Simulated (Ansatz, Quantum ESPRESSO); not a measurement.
# Pt (Fm-3m): electron–phonon coupling with Quantum ESPRESSO, part 3 of 4

Each step names its level of theory.

So far, highest frequency, solved or plainly interpolated (cm⁻¹): step 4 (phonons and couplings with ph.x: Fermi–Dirac smearing of …) 158. The relaxed cell has a = 3.971 Å (conventional setting).

## (5) Deformation potentials: PseudoDojo files, cutoff 1142.88 eV, Fermi–Dirac smearing of 0.1 eV

The exported deformation potentials allow the same Gaussian double-delta sums that other programs print.

This step: DFT PBE, scalar-relativistic, plane waves, PseudoDojo norm-conserving pseudopotentials (Ansatz 0.2.0).

input.yaml reads:

```yaml
crystal:
  lattice:
    - [0.0, 1.9854265035, 1.9854265035]
    - [1.9854265035, 0.0, 1.9854265035]
    - [1.9854265035, 1.9854265035, 0.0]
  atoms:
    - { symbol: Pt, position: [0.0, 0.0, 0.0] }
kpoints:
  mp_grid: { grid: [10, 10, 10] }
hamiltonian:
  xc: pbe
  pseudopotentials: { kind: nc, accuracy: standard }
scf:
  occupations: { method: fermi_dirac, width: 0.1 }
  n_extra_bands: 10
output:
  eigenvalues: true
basis:
  ecutwfc: 1142.878
phonons:
  method: dfpt
  qmesh: [2, 2, 2]
  temperatures: { t_max: 1000, t_step: 50 }
  qpath:
    path:
      - [[0.0, 0.0, 0.0], [0.5, 0.0, 0.5], [0.625, 0.25, 0.625]]
      - [[0.375, 0.375, 0.75], [0.0, 0.0, 0.0], [0.5, 0.5, 0.5], [0.5, 0.25, 0.75], [0.5, 0.0, 0.5]]
    npoints: 10
  electron_phonon_deformation_potentials: { window_half_width: 2.5 }
```

Run with:

```bash
> ansatz run input.yaml --threads 4 --pin off --max-ram 8192MiB --backend cpu --events-out ev --progress --plain --runs-dir out
```

Numbers of over 12 decimals in the logs are rounded to 6 here.

Log:

```text
Warning: basis.ecutwfc = 1142.878 eV is below the records' recommended 1142.878222 eV, and the density's cutoff is lower with it unless basis.ecutrho_ratio is high enough to keep the records' density cutoff: compare with a run at a higher cutoff
[...]
Crystal: 1 atoms, lattice volume = 15.653 Å³
Basis set: ecut = 1142.878 eV, 1363 PW (Γ), exchange–correlation on 64×64×64 points (8 copies of the dense FFT grid, shifted against one another)
Bands: 19, of which v1, the nominal top of the filled ones, is band 9 counted from 1 (8 counted from 0)
Symmetry: 48 space group operations
k-points: 47 of 1000
[...]
SCF iter   1: F=—  HF=-3553.954937 eV  |F-HF|=—  |Δ(HF+E_count)|=         —  Δρ=8.86e-2  dr2=1.10e0  ethr=3.10e-3  ⟨swp⟩=4.9  Hψ=4525  notcnv=0  defer=122
[...]
SCF iter   7: F=-3553.613668 eV  HF=-3553.613668 eV  |F-HF|=0.00e0  |Δ(HF+E_count)|=  2.16e-10  Δρ=2.43e-7  dr2=3.39e-12  ethr=1.00e-12  ⟨swp⟩=12.1  Hψ=5535  notcnv=0
SCF 1 converged in 7 iterations: F = -3553.613668 eV  dr2 = 3.39e-12
NSCF: frozen V_eff on 47 k-points
WARN: eigensolver did not converge in 6 slots of this pass, the one above among them; of largest residual over every band (k=19): 1 band(s) unlocked (lowest unlocked band 18, counted from 0; max residual 7.92e-4 eV among the unlocked bands, 7.92e-4 eV over every band); of lowest unlocked band (k=5): band 18
[...]
DFPT response loops at q = (0, 0, 0) (fractional): preconditioner auto → Kerker (q_TF=auto, 2.793 Å⁻¹) (partly filled bands, converged f_vac=0.000); β = 1.00, the filter's whole step (`scf.mixing.beta` (0.50) is not read by the response loops under this deck's `scf.mixing.preconditioner`; to damp them name `kerker` or `kerker_dos`, under which they read `scf.mixing.beta`, and type it under 1.00, their step now; both keys bind the ground state too); Anderson in place of MSR1; while a model of the screening serves, it and β = 1 on shorter waves in the place of filter and β
[...]
SCF converged after 7 iterations
Free energy (F): -3553.613668 eV
[...]
Internal energy: -3553.554706 eV  (E = F + TS)
E sigma→0 (E₀):  -3553.584187 eV
Entropy (-TS):   -0.058962 eV (-58.962 meV/atom)
Fermi energy:    22.460197 eV
[...]
--- Band table (eV; the first three rows and the last of 47) ---
  k-point 0: bands = [... 5 lower, 18.8652, 18.8652, 18.8652, 20.8966, 20.8966, 37.1463, 41.8813, 41.8813, ... 6 higher]
  k-point 1: bands = [... 5 lower, 18.7092, 19.0077, 19.0077, 20.8260, 20.8260, 37.7006, 40.1284, 42.4469, ... 6 higher]
  k-point 2: bands = [... 5 lower, 18.4736, 19.2267, 19.2267, 20.8584, 20.8584, 37.1572, 38.7231, 43.9257, ... 6 higher]
  k-point 46: bands = [... 5 lower, 17.4480, 18.9723, 20.8001, 22.8976, 29.2320, 29.3860, 31.6623, 34.1492, ... 6 higher]
--- Phonons (Γ-DFPT): 1 representative perturbation + reference (Σ response iterations 2) ---
  ASR residual: 2.502e-5 → 0.000e0 eV/Å²; symmetrization residual: 6.776e-21 eV/Å²
  ASR residual per site (eV/Å²): 2.50e-5
  Γ frequencies (cm⁻¹): 0.00 0.00 0.00
--- Phonons (arbitrary-q DFPT): 3 irreducible q on the 2×2×2 mesh ---
  q = [0.0000, 0.0000, 0.0000] (star 1, of the zone-centre solve; hermiticity 3.66e-24, symmetrization 8.12e-16): -0.00 -0.00 0.00
  q = [0.0000, 0.0000, -0.5000] (star 4, 1 solved perturbation in 226 linear systems a pass and spin channel, the states on 116 of 1000 k-point pairs; hermiticity 1.98e-14, symmetrization 4.22e-13): 85.46 85.46 183.07
  q = [0.0000, -0.5000, -0.5000] (star 3, 2 solved perturbations in 204 linear systems a pass and spin channel, the states on 102 of 1000 k-point pairs; hermiticity 3.88e-14, symmetrization 1.33e-13): 117.24 117.24 176.30
  sum rule: each row above includes the acoustic sum rule's correction from the zone centre's row sums; it moved no ω² by more than (0.19 cm⁻¹)²
  mesh force constants: q→R imaginary residual 0.00e0; ASR residual 2.502e-5 → 0.000e0 eV/Å²; symmetrization residual 5.329e-15 eV/Å²
  interpolated dispersion: 62 rows × 3 modes
  density of states and harmonic sums: on the 28×28×28 q-mesh, interpolated from the force constants of a 2×2×2 supercell (no non-analytic term)
  largest difference from the sums on the solved wave vectors: F 7.23e-2 eV, S 1.05e-4 and C_V 3.23e-5 eV/K
  zero-point energy: 0.022100 eV/cell   skipped modes (ω ≤ 0): 3   left out of the sums: 4.56e-5 of the cell's modes: C_V's classical limit lies that fraction below 3 k_B per atom; for a crystal, a wire or a layer, F and S can be off by more, and a phonons.interpolated_qmesh denser along its periods is the remedy for the sampling
Electron–phonon deformation potentials of 2 wavevectors written to <dir>
```

Elapsed: 14 s, on 4 threads of Intel Xeon 6975P-C (Granite Rapids), shared host; peak memory 1.4 GiB.

In the SCF lines HF is the Harris–Foulkes energy and dr2 the Hartree energy of the density residual, in eV; the loop may stop once dr2 is under the threshold and the program's other checks hold. Hψ counts applications of the Hamiltonian.

This step gave:

- zero point energy: 0.02210 eV/cell
- share of imaginary modes in the plain interpolation between solved wavevectors: 0
- highest frequency, solved or plainly interpolated: 183.1 cm⁻¹
- Debye temperature (second moment): 230 K

Allen's double-delta sum on the run's k mesh, delta = exp(-(x/sigma)^2)/(sigma sqrt(pi)); at the zone centre the sum is no linewidth. Double-delta sums:

```csv
q1,q2,q3,star,mode,omega (meV),"lambda_q, sigma 0.05 eV","lambda_q, sigma 0.1 eV","lambda_q, sigma 0.2 eV","lambda_q, sigma 0.3 eV","lambda_q, sigma 0.4 eV",half width at sigma 0.2 (meV),<D²> at sigma 0.2 ((eV/Å)²),nesting at sigma 0.2 (1/eV²)
0,0,-0.5,4,1,10.6,0.0161,0.03281,0.06871,0.08833,0.09848,0.0222,0.4157,0.7932
0,0,-0.5,4,2,10.6,0.0161,0.03281,0.06871,0.08833,0.09848,0.0222,0.4157,0.7932
0,0,-0.5,4,3,22.7,3.60e-6,0.003663,0.01693,0.02212,0.02374,0.0251,0.4702,0.7932
0,-0.5,-0.5,3,1,14.54,0.01068,0.1039,0.1756,0.1733,0.1554,0.1068,1.267,1.252
0,-0.5,-0.5,3,2,14.54,0.01068,0.1039,0.1756,0.1733,0.1554,0.1068,1.267,1.252
0,-0.5,-0.5,3,3,21.86,0.0117,0.05773,0.07218,0.06757,0.06308,0.09924,1.177,1.252
```

Mean over the q mesh without its centre; few wavevectors enter, so none of the widths can be taken as converged. The coupling constant λ, lambda by Gaussian width:

```csv
Gaussian width (eV),"coupling constant λ, lambda"
0.050,0.0326
0.100,0.153
0.200,0.270
0.300,0.291
0.400,0.286
```

Among the solved wavevectors the lowest mode, translations apart, is 85.5 cm⁻¹, so these are real on this k mesh.

## (6) Second program, ground state

ph.x needs a tightly converged ground state on the same k mesh; the cell is that of the step before.

This step: DFT PBE, scalar-relativistic, plane waves, PseudoDojo norm-conserving pseudopotentials (Quantum ESPRESSO 7.5).

pw.in reads:

```
 &control
    calculation='scf',
    prefix='x',
    outdir='./tmp',
    pseudo_dir='./pseudo',
    tprnfor=.true.,
    tstress=.true.,
 /
 &system
    ibrav=0,
    nat=1,
    ntyp=1,
    ecutwfc=84.0,
    ecutrho=336.0,
    occupations='smearing',
    smearing='fd',
    degauss=0.00734986,
    nbnd=16,
 /
 &electrons
    conv_thr=1.0d-11,
    mixing_beta=0.5,
 /
ATOMIC_SPECIES
 Pt    195.0840  Pt.upf
CELL_PARAMETERS angstrom
     0.000000000    1.985426503    1.985426503
     1.985426503    0.000000000    1.985426503
     1.985426503    1.985426503    0.000000000
ATOMIC_POSITIONS crystal
 Pt     0.000000000   0.000000000   0.000000000
K_POINTS automatic
 10 10 10 0 0 0
```

Run with:

```bash
> OMP_NUM_THREADS=1 mpirun -n 4 pw.x -nk 4 -in pw.in > pw.x.log
```

Log:

```text
[banner, memory and clock lines left out]
Program PWSCF v.7.5

     Message from routine setup:
     using ibrav=0 with symmetry is DISCOURAGED, use correct ibrav instead

     G-vector sticks info

     bravais-lattice index     =            0
     lattice parameter (alat)  =       5.3060  a.u.
     unit-cell volume          =     105.6302 (a.u.)^3
     number of atoms/cell      =            1
     number of atomic types    =            1
     number of electrons       =        18.00
     number of Kohn-Sham states=           16
     kinetic-energy cutoff     =      84.0000  Ry
     charge density cutoff     =     336.0000  Ry
     scf convergence threshold =      1.0E-11
     mixing beta               =       0.5000
     number of iterations used =            8  plain     mixing
     Exchange-correlation= PBE
                           (   1   4   3   4   0   0   0)

     celldm(1)=   5.306005  celldm(2)=   0.000000  celldm(3)=   0.000000
     celldm(4)=   0.000000  celldm(5)=   0.000000  celldm(6)=   0.000000

     crystal axes: (cart. coord. in units of alat)
               a(1) = (   0.000000   0.707107   0.707107 )
               a(2) = (   0.707107   0.000000   0.707107 )
               a(3) = (   0.707107   0.707107   0.000000 )

     reciprocal axes: (cart. coord. in units 2 pi/alat)
               b(1) = ( -0.707107  0.707107  0.707107 )
               b(2) = (  0.707107 -0.707107  0.707107 )
               b(3) = (  0.707107  0.707107 -0.707107 )

     PseudoPot. # 1 for Pt read from file:
     ./pseudo/Pt.upf
     Pseudo is Norm-conserving + core correction, Zval = 18.0
     Using radial grid of 1374 points,  8 beta functions with:
                l(1) =   0
                l(2) =   0
                l(3) =   1
                l(4) =   1
                l(5) =   2
                l(6) =   2
                l(7) =   3
                l(8) =   3

     atomic species   valence    mass     pseudopotential
     Pt               18.00   195.08400     Pt( 1.00)

     48 Sym. Ops., with inversion, found

   Cartesian axes

     site n.     atom                  positions (alat units)
         1        Pt     tau(   1) = (   0.0000000   0.0000000   0.0000000  )

     number of k points=    47  Fermi-Dirac smearing, width (Ry)=  0.0073
                       cart. coord. in units 2pi/alat
        k(    1) = (   0.0000000   0.0000000   0.0000000), wk =   0.0020000
        k(    2) = (   0.0707107   0.0707107  -0.0707107), wk =   0.0160000
        k(    3) = (   0.1414214   0.1414214  -0.1414214), wk =   0.0160000
        k(    4) = (   0.2121320   0.2121320  -0.2121320), wk =   0.0160000
        k(    5) = (   0.2828427   0.2828427  -0.2828427), wk =   0.0160000
        k(    6) = (  -0.3535534  -0.3535534   0.3535534), wk =   0.0080000
        k(    7) = (   0.1414214  -0.0000000   0.0000000), wk =   0.0120000
        k(    8) = (   0.2121320   0.0707107  -0.0707107), wk =   0.0480000
        k(    9) = (   0.2828427   0.1414214  -0.1414214), wk =   0.0480000
        k(   10) = (   0.3535534   0.2121320  -0.2121320), wk =   0.0480000
        k(   11) = (  -0.2828427  -0.4242641   0.4242641), wk =   0.0480000
        k(   12) = (  -0.2121320  -0.3535534   0.3535534), wk =   0.0480000
        k(   13) = (  -0.1414214  -0.2828427   0.2828427), wk =   0.0480000
        k(   14) = (  -0.0707107  -0.2121320   0.2121320), wk =   0.0480000
        k(   15) = (   0.0000000  -0.1414214   0.1414214), wk =   0.0240000
        k(   16) = (   0.2828427  -0.0000000   0.0000000), wk =   0.0120000
[...]
k(   40) = (   0.0000000  -0.2828427   0.4242641), wk =   0.0480000
        k(   41) = (  -0.1414214  -0.5656854   0.7071068), wk =   0.0480000
        k(   42) = (  -0.0707107  -0.4949747   0.6363961), wk =   0.0960000
        k(   43) = (  -0.0000000  -0.4242641   0.5656854), wk =   0.0480000
        k(   44) = (  -0.7071068   0.1414214   0.0000000), wk =   0.0240000
        k(   45) = (  -0.1414214  -0.4242641   0.7071068), wk =   0.0480000
        k(   46) = (  -0.0707107  -0.3535534   0.6363961), wk =   0.0480000
        k(   47) = (  -0.7071068   0.2828427   0.0000000), wk =   0.0240000

     Dense  grid:    10969 G-vectors     FFT dimensions: (  32,  32,  32)

     Initial potential from superposition of free atoms

     starting charge      17.9998, renormalised to      18.0000
     Starting wfcs are   10 randomized atomic wfcs +    6 random wfcs

     per-process dynamical memory:    15.8 Mb

     Self-consistent Calculation

     iteration #  1     ecut=    84.00 Ry     beta= 0.50
     Davidson diagonalization with overlap
     ethr =  1.00E-02,  avg # of iterations =  5.1

     Threshold (ethr) on eigenvalues was too large:
     Diagonalizing with lowered threshold

     Davidson diagonalization with overlap
     ethr =  4.54E-04,  avg # of iterations =  1.3

     total energy              =    -261.16739199 Ry
     estimated scf accuracy    <       0.08074919 Ry

     iteration #  2     ecut=    84.00 Ry     beta= 0.50
     Davidson diagonalization with overlap
     ethr =  4.49E-04,  avg # of iterations =  2.0

     total energy              =    -261.18523757 Ry
     estimated scf accuracy    <       0.00307539 Ry

     iteration #  3     ecut=    84.00 Ry     beta= 0.50
     Davidson diagonalization with overlap
     ethr =  1.71E-05,  avg # of iterations =  3.1

     total energy              =    -261.18567338 Ry
     estimated scf accuracy    <       0.00044156 Ry

     iteration #  4     ecut=    84.00 Ry     beta= 0.50
     Davidson diagonalization with overlap
     ethr =  2.45E-06,  avg # of iterations =  2.1

     total energy              =    -261.18570303 Ry
     estimated scf accuracy    <       0.00000457 Ry

     iteration #  5     ecut=    84.00 Ry     beta= 0.50
     Davidson diagonalization with overlap
     ethr =  2.54E-08,  avg # of iterations =  2.0

     total energy              =    -261.18570431 Ry
     estimated scf accuracy    <       0.00000068 Ry

     iteration #  6     ecut=    84.00 Ry     beta= 0.50
     Davidson diagonalization with overlap
     ethr =  3.75E-09,  avg # of iterations =  1.2

     total energy              =    -261.18570433 Ry
     estimated scf accuracy    <          9.7E-09 Ry

     iteration #  7     ecut=    84.00 Ry     beta= 0.50
     Davidson diagonalization with overlap
     ethr =  5.40E-11,  avg # of iterations =  2.3

     total energy              =    -261.18570434 Ry
     estimated scf accuracy    <          4.5E-09 Ry

     iteration #  8     ecut=    84.00 Ry     beta= 0.50
     Davidson diagonalization with overlap
     ethr =  2.49E-11,  avg # of iterations =  2.0

     total energy              =    -261.18570434 Ry
     estimated scf accuracy    <          1.0E-11 Ry

     iteration #  9     ecut=    84.00 Ry     beta= 0.50
     Davidson diagonalization with overlap
     ethr =  1.00E-13,  avg # of iterations =  2.9

     End of self-consistent calculation

          k = 0.0000 0.0000 0.0000 (  1363 PWs)   bands (ev):

   -76.0741 -30.0098 -30.0098 -30.0098  12.6098  18.8653  18.8653  18.8653
    20.8967  20.8967  37.1464  41.8814  41.8814  41.8814  47.0798  53.4763

          k = 0.0707 0.0707-0.0707 (  1390 PWs)   bands (ev):

   -76.0715 -30.0497 -30.0156 -30.0156  12.9937  18.7093  19.0078  19.0078
    20.8261  20.8261  37.7007  40.1286  42.4470  42.4470  48.4960  50.7526

          k = 0.1414 0.1414-0.1414 (  1381 PWs)   bands (ev):

   -76.0647 -30.1534 -30.0307 -30.0307  14.0128  18.4737  19.2268  19.2268
    20.8585  20.8585  37.1573  38.7232  43.9258  43.9258  45.9859  48.2448

          k = 0.2121 0.2121-0.2121 (  1366 PWs)   bands (ev):

   -76.0562 -30.2799 -30.0493 -30.0493  15.0809  18.8961  19.1320  19.1320
    21.4051  21.4051  33.7178  38.2326  44.1172  44.1172  46.2424  46.9953

          k = 0.2828 0.2828-0.2828 (  1389 PWs)   bands (ev):

   -76.0494 -30.3809 -30.0644 -30.0644  15.4541  18.9058  18.9058  20.6323
    22.1372  22.1372  30.0639  37.1213  41.9974  41.9974  48.9740  48.9742

          k =-0.3536-0.3536 0.3536 (  1380 PWs)   bands (ev):

   -76.0468 -30.4192 -30.0701 -30.0701  15.4788  18.8073  18.8073  22.0911
    22.4709  22.4709  27.9911  36.7038  41.1314  41.1314  50.0110  50.0111

          k = 0.1414-0.0000 0.0000 (  1387 PWs)   bands (ev):

   -76.0706 -30.0485 -30.0247 -30.0247  13.1234  18.5453  19.1275  19.1275
    20.5444  21.0293  37.9163  40.7503  41.8668  41.8668  49.8445  50.2709

          k = 0.2121 0.0707-0.0707 (  1368 PWs)   bands (ev):

   -76.0652 -30.1255 -30.0426 -30.0361  13.9479  18.2290  19.3653  19.4149
    20.3537  21.1806  38.4345  38.9755  42.0157  42.9412  46.8378  48.4207

          k = 0.2828 0.1414-0.1414 (  1372 PWs)   bands (ev):

[...]
k = 0.3536 0.2121-0.2121 (  1379 PWs)   bands (ev):

[...]
k =-0.2828-0.4243 0.4243 (  1371 PWs)   bands (ev):

[...]
k =-0.2121-0.3536 0.3536 (  1383 PWs)   bands (ev):

[...]
k =-0.1414-0.2828 0.2828 (  1380 PWs)   bands (ev):

[...]
k =-0.0707-0.2121 0.2121 (  1373 PWs)   bands (ev):

[...]
k = 0.0000-0.1414 0.1414 (  1375 PWs)   bands (ev):

[...]
k = 0.2828-0.0000 0.0000 (  1375 PWs)   bands (ev):

[...]
k = 0.3536 0.0707-0.0707 (  1364 PWs)   bands (ev):

[...]
k = 0.4243 0.1414-0.1414 (  1364 PWs)   bands (ev):

[...]
k =-0.2121-0.4950 0.4950 (  1372 PWs)   bands (ev):

[...]
k =-0.1414-0.4243 0.4243 (  1382 PWs)   bands (ev):

[...]
k =-0.0707-0.3536 0.3536 (  1369 PWs)   bands (ev):

[...]
k = 0.0000-0.2828 0.2828 (  1372 PWs)   bands (ev):

[...]
k = 0.4243 0.0000-0.0000 (  1363 PWs)   bands (ev):

[...]
k = 0.4950 0.0707-0.0707 (  1371 PWs)   bands (ev):

[...]
k =-0.1414-0.5657 0.5657 (  1373 PWs)   bands (ev):

[...]
k =-0.0707-0.4950 0.4950 (  1375 PWs)   bands (ev):

[...]
k =-0.0000-0.4243 0.4243 (  1376 PWs)   bands (ev):

[...]
k = 0.5657-0.0000 0.0000 (  1359 PWs)   bands (ev):

[...]
k =-0.0707-0.6364 0.6364 (  1365 PWs)   bands (ev):

[...]
k = 0.0000-0.5657 0.5657 (  1374 PWs)   bands (ev):

[...]
k =-0.7071 0.0000 0.0000 (  1362 PWs)   bands (ev):

[...]
k = 0.2828 0.1414 0.0000 (  1365 PWs)   bands (ev):

[...]
k = 0.3536 0.2121-0.0707 (  1373 PWs)   bands (ev):

[...]
k =-0.2828-0.4243 0.5657 (  1381 PWs)   bands (ev):

[...]
k =-0.2121-0.3536 0.4950 (  1382 PWs)   bands (ev):

[...]
k = 0.4243 0.1414-0.0000 (  1373 PWs)   bands (ev):

[...]
k =-0.2121-0.4950 0.6364 (  1375 PWs)   bands (ev):

[...]
k =-0.1414-0.4243 0.5657 (  1377 PWs)   bands (ev):

[...]
k =-0.0707-0.3536 0.4950 (  1371 PWs)   bands (ev):

[...]
k = 0.0000-0.2828 0.4243 (  1376 PWs)   bands (ev):

[...]
k =-0.1414-0.5657 0.7071 (  1359 PWs)   bands (ev):

[...]
k =-0.0707-0.4950 0.6364 (  1372 PWs)   bands (ev):

[...]
k =-0.0000-0.4243 0.5657 (  1374 PWs)   bands (ev):

[...]
k =-0.7071 0.1414 0.0000 (  1368 PWs)   bands (ev):

   -76.0377 -30.3763 -30.1877 -30.1661  16.1142  16.5061  20.9958  21.9047
    22.8958  26.4537  30.1423  33.2161  34.0042  43.7964  45.1076  49.8199

          k =-0.1414-0.4243 0.7071 (  1372 PWs)   bands (ev):

   -76.0400 -30.3221 -30.2291 -30.1384  17.1902  17.5508  18.3757  20.9411
    22.2729  26.3866  31.4039  32.7015  35.9599  44.8362  45.5086  50.5613

          k =-0.0707-0.3536 0.6364 (  1376 PWs)   bands (ev):

   -76.0386 -30.3038 -30.2624 -30.1503  17.2458  17.8252  18.3099  20.6015
    22.5882  28.2667  29.5287  32.4944  35.1128  44.6731  46.7859  50.8649

          k =-0.7071 0.2828 0.0000 (  1384 PWs)   bands (ev):

   -76.0377 -30.3184 -30.2464 -30.1676  16.9132  17.4481  18.9724  20.8002
    22.8977  29.2321  29.3861  31.6624  34.1493  45.7500  47.5949  47.7088

     the Fermi energy is    22.4603 ev

!    total energy              =    -261.18570434 Ry
     estimated scf accuracy    <          1.1E-12 Ry
     smearing contrib. (-TS)   =      -0.00433360 Ry
     internal energy E=F+TS    =    -261.18137074 Ry

     The total energy is F=E-TS. E is the sum of the following terms:
     one-electron contribution =     -54.91517291 Ry
     hartree contribution      =      39.23932436 Ry
     xc contribution           =     -47.54043387 Ry
     ewald contribution        =    -197.96508832 Ry

     convergence has been achieved in   9 iterations

     Forces acting on atoms (cartesian axes, Ry/au):

     atom    1 type  1   force =     0.00000000    0.00000000    0.00000000

     Total force =     0.000000     Total SCF correction =     0.000000

     Computing stress (Cartesian axis) and pressure

          total   stress  (Ry/bohr**3)                   (kbar)     P=       -0.90
  -0.00000615  -0.00000000   0.00000000           -0.90       -0.00        0.00
  -0.00000000  -0.00000615  -0.00000000           -0.00       -0.90       -0.00
   0.00000000  -0.00000000  -0.00000615            0.00       -0.00       -0.90

     XML data file, charge density, pseudopotentials, collected wavefunctions
```

Run time: 5.3 s. Hardware: 4 MPI ranks.

Numbers from this step:

- pressure: -0.09000 GPa

With these potentials, mesh and smearing the cell is at -0.090 GPa.

(Continued in part 4 of 4.)

[Logs are printed without paths, hosts, clocks, repeated set-up lines and the standing remarks that a program may print on its own settings, such as how far it seeks lower states.]

[Hosts, paths, dates, database ids (printed as entryN), source tags and the programs' standing remarks are cut or masked in the printed files.]
